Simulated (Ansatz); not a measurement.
## BiTe in Cmcm, a phase reached by a soft mode: a soft mode frozen in

Which phase does BiTe in Cmcm, a phase reached by a soft mode fall into along its unstable mode, and how much energy does it gain?

Program: Ansatz 0.2.0. Level of theory: DFT PBEsol, scalar-relativistic, plane waves, PAW; PAW set soft_1. Values are calculated unless marked as measured.

### Step 1. The system as given

It takes space group Cmcm (No. 63, orthorhombic). Conventional cell: a = 6.391 Å, b = 6.400 Å, c = 6.396 Å, α = 90.00°, β = 90.00°, γ = 90.00°. Bi has 6 Te at 3.15 to 3.25 Å nearest. Nearest to Te lie 6 Bi at 3.15 to 3.25 Å. Farther neighbours, and contacts between anions beyond the nearest, are not listed.

Coordinates:

```cif
data_structure
_symmetry_space_group_name_H-M 'Cmcm'
_symmetry_Int_Tables_number 63
_cell_length_a 6.3906
_cell_length_b 6.4003
_cell_length_c 6.3957
_cell_angle_alpha 90.000
_cell_angle_beta 90.000
_cell_angle_gamma 90.000
_cell_volume 261.60
loop_
_atom_site_label
_atom_site_type_symbol
_atom_site_symmetry_multiplicity
_atom_site_Wyckoff_symbol
_atom_site_fract_x
_atom_site_fract_y
_atom_site_fract_z
_atom_site_occupancy
Bi1 Bi 4 c 0.50000 0.24246 0.25000 1
Te1 Te 4 c 0.50000 0.26474 0.75000 1
```

### Step 2. Zone-centre response

This phase was reached earlier by freezing in an unstable mode of a structure of higher symmetry and relaxing. Its zone-centre modes tell whether it is the end of the road.

input.yaml

```yaml
crystal:
  lattice:
    - [3.1953153536, -3.2001637164, 0.0]
    - [3.1953153536, 3.2001637164, 0.0]
    - [0.0, 0.0, 6.3957118186]
  atoms:
    - { symbol: Bi, position: [0.2575437806, 0.7424562194, 0.25] }
    - { symbol: Bi, position: [0.7424562194, 0.2575437806, 0.75] }
    - { symbol: Te, position: [0.2352555673, 0.7647444327, 0.75] }
    - { symbol: Te, position: [0.7647444327, 0.2352555673, 0.25] }
kpoints:
  mp_grid: { grid: [10, 10, 8] }
hamiltonian:
  xc: pbesol
  pseudopotentials: { kind: paw, azcp: { folder: soft_1 }, xc_functional: pbe }
scf:
  occupations: { method: methfessel_paxton, width: 0.2 }
output:
  eigenvalues: true
phonons:
  method: dfpt
```

Started as:

```bash
$ ansatz run input.yaml --threads 4 --pin off --max-ram 10240MiB --backend cpu --events-out ev --progress --plain --runs-dir out
```

Log:

```text
zone centre: on kpoints.mp_grid the ground state, and the responses unless they are solved on pairs of k-points, stand on 155 of the mesh's 800 k-points, reduced under 4 symmetry operations, with k and −k counted as one. Each operation leaves every solved displacement unchanged or reverses it
Engine: ansatz 0.2.0, aarch64-unknown-linux-gnu
Pseudopotentials: kind: paw
Pseudopotential: Bi, paw, valence charge 15, recommended cutoff 420 eV (normal), soft_1/Bi.paw.azcp
Pseudopotential: Te, paw, valence charge 16, recommended cutoff 420 eV (normal), soft_1/Te.paw.azcp
Functional definition: PBEsol
  exchange = pbesol_x
  correlation = pbesol_c
Crystal: 4 atoms, lattice volume = 130.799 Å³
Basis set: ecut = 420 eV, 2541 PW (Γ), exchange–correlation on 64×64×96 points (8 copies of the dense FFT grid, shifted against one another)
Bands: 38, of which v1, the nominal top of the filled ones, is band 31 counted from 1 (30 counted from 0)
Symmetry: 8 space group operations
k-points: 155 of 800 (irreducible under 4 space group operations, time reversal used)
Non-local potential: Bi, projectors of the file, l = 0: 2, l = 1: 2, l = 2: 2, l = 3: 1
Non-local potential: Te, projectors of the file, l = 0: 2, l = 1: 2, l = 2: 2, l = 3: 1
PAW form: soft (Blöchl's): semilocal exchange-correlation on the pseudo side does not see the compensation charge
PAW frozen core: Bi, regenerated for the run's functional, and the local potential with it (the file was generated under x = pbe(κ = 0.804, μ = 0.219515), c = pbe(β = 0.066725))
PAW frozen core: Te, regenerated for the run's functional, and the local potential with it (the file was generated under x = pbe(κ = 0.804, μ = 0.219515), c = pbe(β = 0.066725))
PAW one-centre angular grid: Bi, 590 points (default); XC on 64 Gauss nodes
PAW one-centre angular grid: Te, 590 points (default); XC on 64 Gauss nodes
Initial density: superposition of atomic densities (chi_scale 0.1, normalization cell, long waves kept (reshape's long-wave potential 0.00 eV rms))
Initial wavefunctions: pseudopotential atomic-orbital guess
Functional: x = pbesol(κ = 0.804, μ = 0.123457), c = pbesol(β = 0.046)
SCF iter   1: F=—  HF=-38292.473833 eV  |F-HF|=—  |Δ(HF+E_count)|=         —  Δρ=9.53e-3  dr2=1.11e-1  ethr=3.10e-3  ⟨swp⟩=10.2  Hψ=28264  notcnv=0
preconditioner: auto → Kerker (q_TF=auto, 2.409 Å⁻¹)  [metal: Δε(μ)=0.013 eV  Ē_g=8.695 eV  σ=0.200 eV  W_gap=0.06  n_scr=36 (ndim 8)  ℏωp=15.2 eV  f_vac=0.000  D(μ)=2.46/eV (n_scr^D=14)]
SCF iter   2: F=—  HF=-38292.463236 eV  |F-HF|=—  |Δ(HF+E_count)|=   1.06e-2  S|Δr|=    0.00e0  Δρ=6.22e-3  dr2=4.96e-2  ethr=1.79e-4  ⟨swp⟩=1.1  Hψ=7172  notcnv=0  defer=7
SCF iter   3: F=—  HF=-38292.457798 eV  |F-HF|=—  |Δ(HF+E_count)|=   5.44e-3  S|Δr|=    0.00e0  Δρ=8.17e-4  dr2=8.52e-4  ethr=7.99e-5  ⟨swp⟩=2.7  Hψ=10365  notcnv=0  defer=7
SCF iter   4: F=—  HF=-38292.458008 eV  |F-HF|=—  |Δ(HF+E_count)|=   2.11e-4  S|Δr|=    0.00e0  Δρ=2.77e-4  dr2=1.39e-4  ethr=1.37e-6  ⟨swp⟩=2.0  Hψ=8462  notcnv=0  defer=7
SCF iter   5: F=—  HF=-38292.458072 eV  |F-HF|=—  |Δ(HF+E_count)|=   6.35e-5  S|Δr|=    0.00e0  Δρ=1.29e-4  dr2=4.01e-5  ethr=2.24e-7  ⟨swp⟩=2.2  Hψ=8972  notcnv=0  defer=7
SCF iter   6: F=—  HF=-38292.458092 eV  |F-HF|=—  |Δ(HF+E_count)|=   2.04e-5  S|Δr|=    0.00e0  Δρ=2.99e-5  dr2=1.78e-6  ethr=6.46e-8  ⟨swp⟩=2.0  Hψ=7228  notcnv=0  defer=7
SCF iter   7: F=—  HF=-38292.458089 eV  |F-HF|=—  |Δ(HF+E_count)|=   3.24e-6  S|Δr|=    0.00e0  Δρ=6.27e-6  dr2=6.82e-8  ethr=2.87e-9  ⟨swp⟩=2.0  Hψ=7432  notcnv=0  defer=9
SCF iter   8: F=—  HF=-38292.458089 eV  |F-HF|=—  |Δ(HF+E_count)|=   9.49e-9  S|Δr|=    0.00e0  Δρ=1.12e-6  dr2=1.61e-9  ethr=1.10e-10  ⟨swp⟩=2.0  Hψ=8983  notcnv=0  defer=9
SCF iter   9: F=—  HF=-38292.458089 eV  |F-HF|=—  |Δ(HF+E_count)|=  5.09e-10  S|Δr|=    0.00e0  Δρ=3.49e-7  dr2=1.83e-10  ethr=2.59e-12  ⟨swp⟩=2.0  Hψ=10509  notcnv=0  defer=9
SCF iter  10: F=-38292.458089 eV  HF=-38292.458089 eV  |F-HF|=0.00e0  |Δ(HF+E_count)|=  2.18e-11  S|Δr|=    0.00e0  Δρ=6.81e-8  dr2=6.31e-12  ethr=1.00e-12  ⟨swp⟩=9.5  Hψ=35888  notcnv=0
SCF 1 converged in 10 iterations: F = -38292.458089 eV  dr2 = 6.31e-12
  greatest PAW one-centre occupation: 0.998 electrons in one spin orbital (limit 2), on the Te atom at site 3 (counted from 0), in its partial waves of l = 2
DFPT response loops at Γ: preconditioner auto → Kerker (q_TF=auto, 2.409 Å⁻¹) (partly filled bands, converged f_vac=0.005); β = 1.00, the filter's whole step (`scf.mixing.beta` (0.50) is not read by the response loops under this deck's `scf.mixing.preconditioner`; to damp them name `kerker` or `kerker_dos`, under which they read `scf.mixing.beta`, and type it under 1.00, their step now; both keys bind the ground state too); Broyden in place of MSR1
SCF converged after 10 iterations
Stability not checked: this state was not tested for a lower state beside it, because cold or Methfessel-Paxton smearing, or corrected tetrahedra, fill the levels in a way that the test cannot read (fill_not_monotonic; see scf.lower_state_search)
Free energy (F): -38292.458089 eV
Harris-Foulkes:  -38292.458089 eV  (|F-HF|=0.00e0)
Internal energy: -38292.459100 eV  (E = F + TS)
E sigma→0 (E₀):  -38292.458342 eV
Entropy (-TS):   0.001011 eV (0.253 meV/atom)
Fermi energy:    10.208817 eV
--- Per-component energies (eV) ---
  E_band       = -705.002164
  E_kinetic    = 851.888672
  E_local      = -5753.940463  (includes V_loc(G=0)·N_el)
  E_nonlocal   = 956.164574
  E_hartree    = 2542.476363
  E_xc         = -545.357482
  E_vxc        = -467.331979  (∫ρ·V_xc dr)
  E_paw        = -30201.743523  (= ΣΔE_a)
  E_vpaw       = -1376.736228  (= ΣTr[D̂ρ^β])
  E_aug_tail   = 0.000588  (compensation charges beyond the density's cutoff)
  E_ewald      = -6142.877040
  E_core_change = 0.929211  (= ΣΔE_core)
  E_smearing   = 0.001011  (= −TS)
  E_closure    = 0.000000  (closes the sum)
  Σ components = -38292.458089   (vs F -38292.458089, Δ=0.00e0)
--- Band table (eV; the first three rows and the last of 155) ---
  k-point 0: bands = [... 27 lower, 7.5608, 7.5800, 7.6078, 12.2055, 12.4178, 12.4341, 12.5130, 13.8946, ... 3 higher]
  k-point 1: bands = [... 27 lower, 7.4839, 7.5009, 7.8501, 11.7658, 12.2431, 12.4618, 12.5530, 13.8158, ... 3 higher]
  k-point 2: bands = [... 27 lower, 7.2770, 7.2887, 8.4416, 10.5489, 12.3613, 12.5572, 12.6821, 13.5629, ... 3 higher]
  k-point 154: bands = [... 27 lower, 5.0120, 8.6148, 8.6148, 9.9487, 9.9487, 14.2481, 14.2481, 14.2522, ... 3 higher]
--- Phonons (Γ-DFPT): 6 representative perturbations + reference, on 155 of 800 k-points (Σ response iterations 18) ---
  k mesh reduced under 4 symmetry operations, with k and −k counted as one. Each operation leaves every solved displacement unchanged or reverses it
  ASR residual: 1.700e-4 → 0.000e0 eV/Å²; symmetrization residual: 1.928e-4 eV/Å²
  ASR residual per site (eV/Å²): 9.44e-5 9.44e-5 1.70e-4 1.70e-4
  Γ frequencies (cm⁻¹): -14.91 0.00 0.00 0.00 22.90 28.79 67.18 68.52 76.84 102.08 102.54 103.72
  non-analytic LO–TO correction: not included (Born effective charges unavailable; polar crystals: no LO–TO splitting at Γ)
```

It took 2.2 min on 4 threads of Arm Neoverse V1, shared host; peak memory 2.3 GiB.

Numbers from this step:

```
volume per atom                                         : 32.70 Å³
gap on the k-mesh                                       : 0 eV
sum-rule residual before enforcement                    : 1.70e-4 eV/Å²
point group                                             : mmm
highest optical mode at the zone centre (no LO-TO term) : 103.7 cm⁻¹
lowest optical zone-centre mode                         : -14.91 cm⁻¹
```

Patterns of degenerate modes are one choice out of their space. Modes at Γ, with each element's share of the kinetic energy (negative means imaginary):

| mode | frequency (cm⁻¹) | symmetry | Bi % | Te % |
| --- | --- | --- | --- | --- |
| 1 | -14.9 | B1g | 25 | 75 |
| 2 | 0.0 | acoustic | 62 | 38 |
| 3 | 0.0 | acoustic | 62 | 38 |
| 4 | 0.0 | acoustic | 62 | 38 |
| 5 | 22.9 | Ag | 45 | 55 |
| 6 | 28.8 | B3g | 25 | 75 |
| 7 | 67.2 | B1g | 75 | 25 |
| 8 | 68.5 | B3g | 75 | 25 |
| 9 | 76.8 | Ag | 55 | 45 |
| 10 | 102.1 | B2u | 38 | 62 |
| 11 | 102.5 | B3u | 38 | 62 |
| 12 | 103.7 | B1u | 38 | 62 |

Displacements in mode 1 (-14.9 cm⁻¹), the largest set to 1:
```
Bi1  0.45  0.00  0.00
Bi2 -0.45  0.00  0.00
Te3 -1.00  0.00  0.00
Te4  1.00  0.00  0.00
```

Displacements in mode 11 (102.5 cm⁻¹), the largest set to 1:
```
Bi1 -0.61  0.00  0.00
Bi2 -0.61  0.00  0.00
Te3  1.00  0.00  0.00
Te4  1.00  0.00  0.00
```

Before it was imposed, the acoustic sum rule was missed by 1.7e-4 eV/Å². Small misses are needed for a sound result but don't prove that mesh and cutoff are converged. The lowest optical mode is imaginary, 14.9i cm⁻¹, so the energy falls along it.

### Step 3. The mode frozen in, largest atomic shift 0 Å

The mode followed lies at Γ with frequency 14.9i cm⁻¹, the softest among the wavevectors solved. At small amplitude the pattern taken leaves space group no. 11 by a symmetry search on the positions. The undistorted cell that holds it gives the zero of energy on the same k mesh.

Changes to input.yaml since step 2:

```diff
@@ -18,4 +18,4 @@
 output:
+  forces: true
+  stress: true
   eigenvalues: true
-phonons:
-  method: dfpt
```

Log:

```text
[...]
Crystal: 4 atoms, lattice volume = 130.799 Å³
Basis set: ecut = 420 eV, 2541 PW (Γ), exchange–correlation on 64×64×90 points (8 copies of the dense FFT grid, shifted against one another)
Bands: 38, of which v1, the nominal top of the filled ones, is band 31 counted from 1 (30 counted from 0)
Symmetry: 8 space group operations
[...]
k-points: 155 of 800
[...]
k-point 0: bands = [... 27 lower, 7.5607, 7.5799, 7.6077, 12.2055, 12.4178, 12.4340, 12.5130, 13.8945, ... 3 higher]
  k-point 1: bands = [... 27 lower, 7.4838, 7.5008, 7.8500, 11.7657, 12.2430, 12.4618, 12.5529, 13.8158, ... 3 higher]
  k-point 2: bands = [... 27 lower, 7.2769, 7.2886, 8.4415, 10.5488, 12.3613, 12.5571, 12.6820, 13.5628, ... 3 higher]
  k-point 154: bands = [... 27 lower, 5.0119, 8.6147, 8.6147, 9.9486, 9.9486, 14.2480, 14.2480, 14.2521, ... 3 higher]
[key lines of the parts left out:]
SCF converged after 7 iterations
Free energy (F): -38292.458089 eV
Fermi energy:    10.208767 eV
P = ⅓ Tr σ = 0.0014 GPa (0.014 kbar)
```

It took 11 s on 4 threads; peak memory 0.77 GiB; 41 s of CPU time.

This step gave:

| Property | Result |
| --- | --- |
| pressure | 0.001376 GPa |
| energy from the undistorted cell | 0 meV/atom |

The run ends at a pressure of 0.00 GPa, with forces up to 6.4e-4 eV/Å.

### Step 4. The mode frozen in, largest atomic shift 0.08 Å

The atoms are moved along the unstable eigenvector, the largest shift by 0.08 Å, with the cell fixed.

input.yaml, the sections that differ from step 3:

```yaml
crystal:
  lattice:
    - [3.1953153536, -3.2001637164, 0.0]
    - [3.1953153536, 3.2001637164, 0.0]
    - [0.0, 0.0, 6.3957118186]
  atoms:
    - { symbol: Bi, position: [0.2632053653, 0.7481178041, 0.25] }
    - { symbol: Bi, position: [0.7367946347, 0.2518821959, 0.75] }
    - { symbol: Te, position: [0.2227372411, 0.7522261065, 0.75] }
    - { symbol: Te, position: [0.7772627589, 0.2477738935, 0.25] }
# kpoints, hamiltonian, scf, output: as in step 3
```

Log:

```text
[...]
Crystal: 4 atoms, lattice volume = 130.799 Å³
Basis set: ecut = 420 eV, 2541 PW (Γ), exchange–correlation on 64×64×90 points (8 copies of the dense FFT grid, shifted against one another)
Bands: 38, of which v1, the nominal top of the filled ones, is band 31 counted from 1 (30 counted from 0)
Symmetry: 4 space group operations
[...]
k-points: 260 of 800
[...]
k-point 0: bands = [... 27 lower, 7.5524, 7.5781, 7.6245, 12.1665, 12.4074, 12.4485, 12.5612, 13.8083, ... 3 higher]
  k-point 1: bands = [... 27 lower, 7.4754, 7.4997, 7.8672, 11.7570, 12.1977, 12.4781, 12.6028, 13.7181, ... 3 higher]
  k-point 2: bands = [... 27 lower, 7.2681, 7.2891, 8.4561, 10.5449, 12.3000, 12.5798, 12.7332, 13.4670, ... 3 higher]
  k-point 259: bands = [... 27 lower, 5.0118, 8.6155, 8.6155, 9.9535, 9.9535, 14.2471, 14.2471, 14.2658, ... 3 higher]
[key lines of the parts left out:]
SCF converged after 7 iterations
Free energy (F): -38292.458355 eV
Fermi energy:    10.214081 eV
P = ⅓ Tr σ = 0.0096 GPa (0.096 kbar)
```

Run time: 18 s. Hardware: 4 threads; peak memory 1 GiB; 69 s of CPU time.

Numbers from this step:

```yaml
pressure: 0.009643 GPa
energy_from_the_undistorted_cell: -0.067 meV/atom
```

The energy, extrapolated to zero smearing, is -0.07 meV/atom against the undistorted cell.

The run ends at a pressure of 0.01 GPa, with forces up to 0.014 eV/Å.

### Step 5. Energy along the mode, all amplitudes (two of the runs are shown above)

An imaginary frequency means negative curvature, so the energy should fall and then rise again as anharmonic terms take over.

This step gave:

* depth at the lowest point sampled: 0.067 meV/atom
* largest atomic shift at that point: 0.08 Å

Table of energy from the parent by largest atomic shift:

| largest atomic shift (Å) | energy from the parent (meV/atom) |
| --- | --- |
| 0.0000 | 0 |
| 0.0400 | -0.046 |
| 0.0800 | -0.067 |
| 0.1400 | 0.673 |
| 0.2200 | 4.71 |

Displacement at unit largest shift by atom:

| atom | x (Å) | y (Å) | z (Å) | size |
| --- | --- | --- | --- | --- |
| Bi1 | 0.45 | 0.00 | 0.00 | 0.45 |
| Bi2 | -0.45 | 0.00 | 0.00 | 0.45 |
| Te3 | -1.00 | 0.00 | 0.00 | 1.00 |
| Te4 | 1.00 | 0.00 | 0.00 | 1.00 |

The lowest step is at 0.08 Å, 0.067 meV/atom below the parent, and the energy rises beyond it.

[end of part 1 of 2]

[Long decimals in the printed logs are rounded to 6 places.]

[Logs are printed without paths, hosts, clocks, repeated set-up lines and the standing remarks that a program may print on its own settings, such as how far it seeks lower states.]

[Hosts, paths, dates, database ids (printed as entryN), source tags and the programs' standing remarks are cut or masked in the printed files.]

[Where the starting crystal was built by hand or by swapping elements, it need not be the compound's stable phase.]
